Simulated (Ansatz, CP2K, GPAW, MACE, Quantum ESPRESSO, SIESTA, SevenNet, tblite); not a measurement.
# H-capped AlP nanocrystal (rod) (34 atoms): one structure in several programs

Wanted: errors and costs of other methods on H-capped AlP nanocrystal (rod) (34 atoms). A plane-wave run serves as the reference.

Program: Ansatz 0.2.0. Level of theory: Kohn-Sham DFT, PBE, PAW, plane waves. Results are calculated unless marked as measured.

## (1) The starting structure

The cell holds 34 atoms: 6 P, 6 Al and 22 H. Cell: a = 15.829 Å, b = 15.829 Å, c = 21.292 Å, α = 90.0°, β = 90.0°, γ = 90.0°. It derives from AlP (zinc-blende). Rod of size parameter 3.1 Å cut from zinc-blende AlP (a = 5.463 Å), atoms with fewer than two neighbours dropped, broken bonds capped with H, 10 Å of vacuum. Then every atom was moved at random, 0.03 Å r.m.s. a Cartesian component (hydrogen 0.6 of that). Regions: crystal, 12 atoms (6 P and 6 Al); hydrogen, 22 atoms (22 H). Vacuum lies along a, b and c.

## (2) Reference: Ansatz, plane waves

The PAW files are the set soft_2.

Contents of input.yaml:

```yaml
crystal:
  lattice:
    - [15.8293, 0.0, 0.0]
    - [0.0, 15.8293, 0.0]
    - [0.0, 0.0, 21.2923]
  atoms:
    - { symbol: P, position: [0.36786, 0.5405, 0.40416] }
    - { symbol: P, position: [0.36876, 0.54008, 0.66064] }
    - { symbol: P, position: [0.53762, 0.36875, 0.40645] }
    - { symbol: P, position: [0.53731, 0.36872, 0.65695] }
    [... 24 atom lines left out ...]
    - { symbol: H, position: [0.51249, 0.68576, 0.63714] }
    - { symbol: H, position: [0.39787, 0.68585, 0.55096] }
    - { symbol: H, position: [0.68772, 0.39615, 0.5518] }
    - { symbol: H, position: [0.68338, 0.50909, 0.63828] }
    - { symbol: H, position: [0.39822, 0.3974, 0.76463] }
    - { symbol: H, position: [0.51261, 0.51121, 0.76373] }
kpoints:
  mp_grid: { grid: [1, 1, 1] }
hamiltonian:
  xc: pbe
scf:
  occupations: { method: fermi_dirac, width: 0.05 }
output:
  forces: true
  eigenvalues: true
  populations: true
```

Run with:

```
> ansatz run input.yaml --threads 8 --pin off --max-ram 15872MiB --backend cpu --events-out ev --progress --plain --runs-dir out
```

Numbers of over 12 decimals in the logs are rounded to 6 here.

The log of the run:

```text
[...]
Pseudopotentials: kind: paw
Pseudopotential: P, paw, valence charge 5, recommended cutoff 420 eV (normal), P.paw.azcp
Pseudopotential: Al, paw, valence charge 3, recommended cutoff 420 eV (normal), Al.paw.azcp
Pseudopotential: H, paw, valence charge 1, recommended cutoff 420 eV (normal), H.paw.azcp
[...]
Crystal: 34 atoms, lattice volume = 5335.142 Å³
Basis set: ecut = 420 eV, 104295 PW (Γ), exchange–correlation on 216×216×288 points (8 copies of the dense FFT grid, shifted against one another)
Bands: 69, of which v1, the nominal top of the filled ones, is band 35 counted from 1 (34 counted from 0)
Symmetry: 1 space group operations
Space group: P1 (ITA 1), of the structure as read, at distance tolerance 1.7e-4 Å
k-points: 1
[...]
Initial density: superposition of atomic densities (neutral atoms: chi_scale 0, normalization atom), corrected by the library's trained network
Initial wavefunctions: pseudopotential atomic-orbital guess
[...]
SCF iter   1: F=—  HF=-8107.208324 eV  |F-HF|=—  |Δ(HF+E_count)|=         —  Δρ=1.37e-3  dr2=3.62e-1  ethr=1.77e-3  ⟨swp⟩=11.0  Hψ=534  notcnv=0  defer=18
preconditioner: auto → Resta (q_TF=auto, 1.325 Å⁻¹)  ε∞=1.2  [insulator: Δε(μ)=3.755 eV  Ē_g=8.339 eV  σ=0.050 eV  W_gap=1.00  n_scr=220 (ndim 8)  ℏωp=3.9 eV  f_vac=0.835  D(μ)=0.00/eV (n_scr^D=0)  ε∞_Penn≈1.2  vacuum switching on, ρ_ref=5.0e-3 e/Å³]
[...]
SCF iter   7: F=—  HF=-8107.130570 eV  |F-HF|=—  |Δ(HF+E_count)|=   1.55e-5  Δρ=2.38e-6  dr2=3.66e-7  ethr=4.71e-9  ⟨swp⟩=2.0  Hψ=74  notcnv=0  defer=30
SCF iter   8: F=-8107.130570 eV  HF=-8107.130570 eV  |F-HF|=1.76e-8  |Δ(HF+E_count)|=   5.38e-7  Δρ=6.77e-7  dr2=4.11e-8  ethr=1.43e-10  ⟨swp⟩=35.0  Hψ=872  notcnv=0
SCF 1 converged in 8 iterations: F = -8107.130570 eV  dr2 = 4.11e-8
[...]
SCF converged after 8 iterations
Free energy (F): -8107.130570 eV
Harris-Foulkes:  -8107.130570 eV  (|F-HF|=1.76e-8)
Internal energy: -8107.130570 eV  (E = F + TS)
E sigma→0 (E₀):  -8107.130570 eV
Fermi energy:    -3.949315 eV
--- Per-component energies (eV) ---
[...]
Σ components = -8107.130570   (vs F -8107.130570, Δ=0.00e0)
--- Forces (eV/Å), atoms counted from 1 ---
  atom   1  P     -0.06359209    -0.47136235    -0.39142645
  atom   2  P      1.39058405    -2.03653058    -2.56950714
  atom   3  P      0.03082321     0.25606408    -1.31575855
  atom   4  P      1.06156857    -0.32620634     0.30974991
[...]
atom  34  H      0.52868215     0.41823538     0.05244745
  max |Σ_I F_I| component: 1.01e-4 eV/Å
--- Band table (eV) ---
  k-point 0: bands = ["-16.8996", "-16.5654", "-16.4830", "-16.1276", [... 53 levels ...], "0.3792", "0.4131", "0.5395", "0.5751", "0.6413", "0.6931", "0.6940", "0.8294", "0.8711", "0.9414", "0.9903", "1.0069"]
--- Löwdin populations: 34 sites ---
  site symbol       q [e]
     0      P      4.9249
     1      P      4.9372
     2      P      4.9349
[...]
33      H      1.1870
  spilling = 0.017913 (of n_electrons = 70.000000)
```

It took 6.5 s on 8 threads of Arm Neoverse V2, shared host; peak memory 2.6 GiB; 43 s of CPU time.

Read from the output:

| Item | Value |
| --- | --- |
| free energy | -8107.1306 eV |
| free energy per atom | -238.4450 eV/atom |
| SCF cycles | 8 |
| r.m.s. force component | 0.849 eV/Å |
| longest force | 3.836 eV/Å |
| Fermi energy | -3.949 eV |
| gap (highest filled to lowest empty level) | 3.074 eV |
| spilling of the projection | 0.01791 |

Length of the force by element:

```tsv
element	coordination	atoms	mean length of the force (eV/Å)	spread	least	most
Al	all	6	1.56	0.646	0.47	2.28
H	all	22	0.820	0.688	0.0812	3.09
P	all	6	1.84	1.35	0.505	3.84
```

Löwdin charges by element (they lack the spilled electrons, 0.037 e an atom on average):

```tsv
element	coordination	atoms	mean charge (e)	spread	least	most
Al	all	6	0.406	0.0278	0.366	0.438
H	all	22	-0.0595	0.136	-0.213	0.103
P	all	6	0.0215	0.0934	-0.187	0.0751
```

By region:

```tsv
region	atoms	mean length of the force (eV/Å)
crystal	12	1.70
hydrogen	22	0.819
```

The levels nearest the highest filled one (over half full), pooled over k-points and spins:

```tsv
level less the highest filled one (eV)	occupation
-0.844	2
-0.710	2
-0.421	2
-0.305	2
-0.163	2
0	2
3.07	0
3.77	0
3.89	0
4.09	0
4.29	0
4.41	0
```

## (3) Local order

Normalised to the volume that the atoms fill. g(r), total and by pair (bins of 0.2 Å):

```tsv
r (Å)	total	H-H	H-Al	H-P	Al-Al	Al-P	P-P
1.30	0.95	0.00	0.00	4.19	0.00	0.00	0.00
1.50	3.89	0.00	7.30	9.75	0.00	0.00	0.00
1.70	0.85	0.00	3.75	0.00	0.00	0.00	0.00
1.90	0.00	0.00	0.00	0.00	0.00	0.00	0.00
2.10	0.00	0.00	0.00	0.00	0.00	0.00	0.00
2.30	1.49	1.29	0.00	0.00	0.00	15.26	0.00
2.50	0.82	1.03	0.00	0.00	0.00	6.20	0.00
2.70	0.00	0.00	0.00	0.00	0.00	0.00	0.00
2.90	0.00	0.00	0.00	0.00	0.00	0.00	0.00
3.10	1.77	0.89	5.62	0.50	0.00	0.00	0.00
3.30	1.18	0.00	0.24	4.95	0.00	0.00	0.00
3.50	0.22	0.54	0.00	0.00	0.00	0.00	0.00
3.70	1.27	2.75	0.00	0.00	2.62	0.00	1.29
3.90	1.22	0.74	0.81	0.98	7.40	0.00	8.70
4.10	1.01	0.32	1.75	2.08	0.00	0.00	0.00
4.30	0.25	0.36	0.42	0.00	0.00	0.00	0.00
4.50	0.51	0.41	0.00	0.00	0.00	5.46	0.00
4.70	0.26	0.12	0.57	0.34	0.00	0.00	0.00
4.90	0.17	0.00	0.41	0.32	0.00	0.00	0.00
5.10	0.53	0.05	0.47	1.76	0.00	0.00	0.00
5.30	0.49	0.58	0.91	0.00	0.65	0.00	0.65
5.50	0.44	0.87	0.00	0.00	1.25	0.00	1.23
5.70	0.28	0.43	0.38	0.00	0.00	0.28	0.00
5.90	0.35	0.24	0.44	0.57	0.00	0.26	0.00
6.10	0.22	0.33	0.07	0.27	0.00	0.00	0.00
6.30	0.25	0.28	0.13	0.44	0.00	0.00	0.00
6.50	0.25	0.30	0.36	0.06	0.43	0.00	0.43
6.70	0.20	0.18	0.22	0.22	0.42	0.00	0.42
```

Bonds by pair of elements; cutoffs follow the first minimum of g(r), held within bounds set by covalent radii, and pairs that aren't listed don't count as bonded:

```tsv
pair A-B	cutoff (Å)	bonds	mean length (Å)	spread (Å)	shortest (Å)	B about A	A about B
H-Al	2.08	11	1.59	0.047	1.52	0.5	1.83
H-P	1.73	11	1.42	0.054	1.30	0.5	1.83
Al-P	2.88	13	2.36	0.052	2.29	2.17	2.17
```

How many atoms have how many bonded neighbours:

```tsv
element	mean	1	4
Al	4	0	6
H	1	22	0
P	4	0	6
```

## (4) The ladder

The programs:
- CP2K 2026.2: Gaussian basis with GTH pseudopotentials and a plane-wave density; labels give functional, basis (MOLOPT sets; SR short-range, UZH the newer set with its own potentials), grid cutoff/relative cutoff and solver (OT: orbital transformation; TRS4, TC2, SIGN: linear-scaling purification with its sparsity filter), or its built-in tight binding.
- GPAW 26.7.0: PAW with atomic orbitals (LCAO), plane waves or a real-space grid of spacing h.
- MACE: machine-learned potential, published weights.
- Quantum ESPRESSO 7.5: plane waves; labels (QE) give functional, pseudopotential set and cutoffs of waves/density.
- SIESTA 5.4.2: numerical atomic orbitals, whose automatically made sets are far from complete, with PseudoDojo norm-conserving potentials that we converted to its format (checked against plane waves on the same files for H, C, O, Si, Ge and Ca alone); labels give functional, basis size, energy shift and mesh cutoff.
- SevenNet: machine-learned potential, published weights.
- tblite 0.8.0: extended tight binding, driven from Python.

All use the same cell and atoms; the electronic-structure runs use the same k-mesh, and an electronic temperature of 580 K (0.05 eV) where levels are smeared.

Differences are against the plane-wave reference, forces as r.m.s. over components; share is that over the reference's r.m.s. force, slope the least-squares factor from reference forces to these. Total energies of different programs have different zeros and aren't compared.

```tsv
run	Δ force, r.m.s. (meV/Å)	share (%)	slope	Δ gap (eV)	cores	CPU time	memory (GiB)
reference	-	-	-	-	8	43 s	2.6
CP2K GFN1-xTB, diagonalisation	365	43.0	0.788	-	1	1.8 s	0.24
CP2K PBE, DZVP-UZH, 157/50 Ry, diagonalisation (coarse)	380	44.8	0.982	0.168	1	76 s	1.6
CP2K PBE, DZVP-UZH, 315/50 Ry, diagonalisation (coarse)	39.6	4.67	1.014	0.168	1	3.8 min	4.9
GPAW PBE, LCAO dzp, h 0.2 Å	145	17.1	1.072	0.231	1	33 s	1.8
GPAW PBE, LCAO dzp, h 0.2 Å, other mixer settings	145	17.1	1.072	0.230	1	42 s	1.4
GPAW PBE, LCAO sz(dzp), h 0.2 Å (coarse)	1273	150	1.488	0.885	1	24 s	1.7
GPAW PBE, LCAO szp(dzp), h 0.2 Å (coarse)	660	77.8	1.246	0.172	1	31 s	1.8
MACE MP-0b2 small potential	344	40.5	0.861	-	1	5.8 s	0.65
QE PBE, sg15-1.2, 80/320 Ry	13.0	1.53	0.991	0.0381	4	26 min	3.4
QE PBE, sssp-1.3.0-efficiency, 45/360 Ry	10.1	1.19	1.005	0.0044	4	20 min	7.7
QE PBE, sssp-1.3.0-efficiency, 45/360 Ry, cg	10.0	1.18	1.005	0.0037	4	29 min	7.8
SIESTA PBE, DZP, shift 0.005 Ry, mesh 300 Ry	202	23.8	1.101	0.0831	1	86 s	1.3
SIESTA PBE, DZP, shift 0.01 Ry, mesh 150 Ry (coarse)	175	20.6	1.093	0.111	1	22 s	0.48
SIESTA PBE, DZP, shift 0.01 Ry, mesh 300 Ry	175	20.6	1.093	0.111	1	70 s	1.2
SIESTA PBE, SZ, shift 0.01 Ry, mesh 300 Ry (coarse)	1337	158	1.537	1.37	1	43 s	1.0
SIESTA PBE, TZP, shift 0.01 Ry, mesh 300 Ry	160	18.8	1.084	0.102	1	81 s	1.3
SevenNet 0 potential	232	27.3	0.925	-	1	6.1 s	0.54
SevenNet l3i5 potential	316	37.2	0.829	-	1	6.9 s	0.63
tblite GFN1-xTB	363	42.8	0.789	-	1	0.61 s	0.24
tblite GFN2-xTB	352	41.4	0.813	-	1	0.69 s	0.24
```

Rows marked coarse were listed beforehand as settings not expected to be converged; some can still land near the reference.

Times of the machine-learned potentials are mostly Python's start and the loading of weights.

CPU time is summed over cores on a shared host, where runs went side by side, so it is rough. Symmetry, cutoffs, thresholds, outputs and thread counts weren't matched or tuned between programs; memory under MPI is the largest rank's times the ranks.

Runs without a result: CP2K PBE, DZVP-UZH, 450/50 Ry, diagonalisation (ended with an error); CP2K PBE, TZVP-UZH, 450/50 Ry, diagonalisation (ended with an error); CP2K PBE, SZV-MOLOPT-SR, 450/50 Ry, diagonalisation (ended with an error); CP2K PBE, DZVP-MOLOPT (SR for Al), 450/50 Ry, diagonalisation (ended with an error); CP2K PBE, DZVP-UZH, 450/70 Ry, diagonalisation (ended with an error); CP2K PBE+D4, DZVP-UZH, 450/50 Ry, diagonalisation (ended with an error); CP2K revPBE, PBE potentials, DZVP-UZH, 450/50 Ry, diagonalisation (cut off at its time limit of 4.6 min); CP2K PBEsol, PBE potentials, DZVP-UZH, 450/50 Ry, diagonalisation (ended with an error).

Mean charges by element (e), by run and scheme:

```tsv
run	scheme	P	Al	H
reference	Löwdin	+0.02	+0.41	-0.06
CP2K GFN1-xTB, diagonalisation	Mulliken	-0.07	+0.25	-0.05
CP2K PBE, DZVP-UZH, 315/50 Ry, diagonalisation	Mulliken	-0.16	+0.38	-0.06
SIESTA PBE, DZP, shift 0.005 Ry, mesh 300 Ry	Hirshfeld	+0.08	+0.19	-0.07
SIESTA PBE, DZP, shift 0.01 Ry, mesh 300 Ry	Hirshfeld	+0.10	+0.17	-0.07
SIESTA PBE, TZP, shift 0.01 Ry, mesh 300 Ry	Hirshfeld	+0.09	+0.17	-0.07
tblite GFN1-xTB	Mulliken	-0.06	+0.24	-0.05
tblite GFN2-xTB	Mulliken	-0.12	+0.35	-0.06
```

The reference's Löwdin charges lack the electrons that the projection spills, 0.037 e an atom on average.

Within one program, basis, potentials and functional, energies share a zero. Each run against its twin at the usual cutoff or grid and solver:

```tsv
run	twin	Δ energy (meV/atom)	Δ force, r.m.s. (meV/Å)	CPU time over the twin's
GPAW PBE, LCAO dzp, h 0.2 Å, other mixer settings	LCAO dzp, h 0.2 Å	0	0.92	1.3
QE PBE, sssp-1.3.0-efficiency, 45/360 Ry, cg	sssp-1.3.0-efficiency, 45/360 Ry	0	0.327	1.5
SIESTA PBE, DZP, shift 0.01 Ry, mesh 150 Ry	DZP, shift 0.01 Ry, mesh 300 Ry	0.0449	3.31	0.32
```

## (5) What came out

```yaml
reference_r_m_s_force_component: 0.849 eV/Å
nearest_in_forces: a tie at 1.2 % of 2 runs: QE PBE, sssp-1.3.0-efficiency, 45/360 Ry; QE PBE, sssp-1.3.0-efficiency, 45/360 Ry, cg
farthest_in_forces: SIESTA PBE, SZ, shift 0.01 Ry, mesh 300 Ry (coarse), 158 %
cheapest_electronic_structure_run_beside_the_reference: tblite GFN1-xTB, 0.61 s of CPU time
```

What this shows: PBE on plane waves or a grid with other potentials, cutoffs or grids, coarse settings apart, differs from the reference by 1.2 % (QE PBE, sssp-1.3.0-efficiency, 45/360 Ry, cg) to 1.5 % (QE PBE, sg15-1.2, 80/320 Ry) of the r.m.s. force; this holds the reference's own error, so differences of a few per cent don't tell which side is nearer the exact PBE result (QE's 80 Ry are 1088 eV, against the reference's 420 eV). The PBE runs in local orbitals, coarse settings apart, differ by 17 % (GPAW PBE, LCAO dzp, h 0.2 Å) to 24 % (SIESTA PBE, DZP, shift 0.005 Ry, mesh 300 Ry); basis, grid and potentials can all enter. Tight binding differs by 41 % (tblite GFN2-xTB) to 43 % (CP2K GFN1-xTB, diagonalisation); it is another model, with fitted parameters of its own, and the xTB methods hold dispersion. Machine-learned potentials differ by 27 % (SevenNet 0 potential) to 41 % (MACE MP-0b2 small potential); they were trained on other programs' data. Among those trained on PBE data the slope goes as low as 0.83: softened forces are a known trait of such potentials far from the near-equilibrium structures that fill their training sets. CP2K GFN1-xTB, diagonalisation needed 78 SCF steps, so its time overstates the method's usual cost. Runs with settings chosen to be coarse differ by 4.7 % (CP2K PBE, DZVP-UZH, 315/50 Ry, diagonalisation) to 158 % (SIESTA PBE, SZ, shift 0.01 Ry, mesh 300 Ry), their programs' other errors included. Of the electronic-structure runs that take under half the reference's CPU time, tblite GFN2-xTB comes nearest, at 41 % in 0.69 s against 43 s. SIESTA PBE, DZP, shift 0.005 Ry, mesh 300 Ry stiffens the forces by a factor of 1.10 while following their directions (correlation 0.982). At the same functional, gaps differ from the reference's 3.07 eV by between +0.00 and +1.37 eV. A likely cause of the wide gaps: compact atomic orbitals describe empty levels worse than filled ones. Charges hang on model, scheme and program or settings: among these rows the mean for P runs from -0.16 to +0.10 e, even in sign. In the reference: filled and empty levels are parted by 3.07 eV (at Γ alone); a semilocal functional tends to put such gaps too low. In the reference: mean Löwdin charges: Al +0.41, H -0.06, P +0.02 e (they miss 1.8 % of the electrons, so they add up to more than the cell's charge). Periodic xTB results under one method name differ between programs and library versions. The potentials hold different valence shells: 70 electrons in the reference, 118 in Quantum ESPRESSO with SG15; this bears on time and differences. Caps of real hydrogen don't mimic the fractional bonds of a polar compound, so surface states and strained caps may belong to the model.

[Also dropped from logs without a mark: logging warnings of Python, and SIESTA's first energy breakdown and zero terms.]

[Logs are printed without paths, hosts, clocks, repeated set-up lines and the standing remarks that a program may print on its own settings, such as how far it seeks lower states.]

[Hosts, paths, dates, database ids (printed as entryN), source tags and the programs' standing remarks are cut or masked in the printed files.]
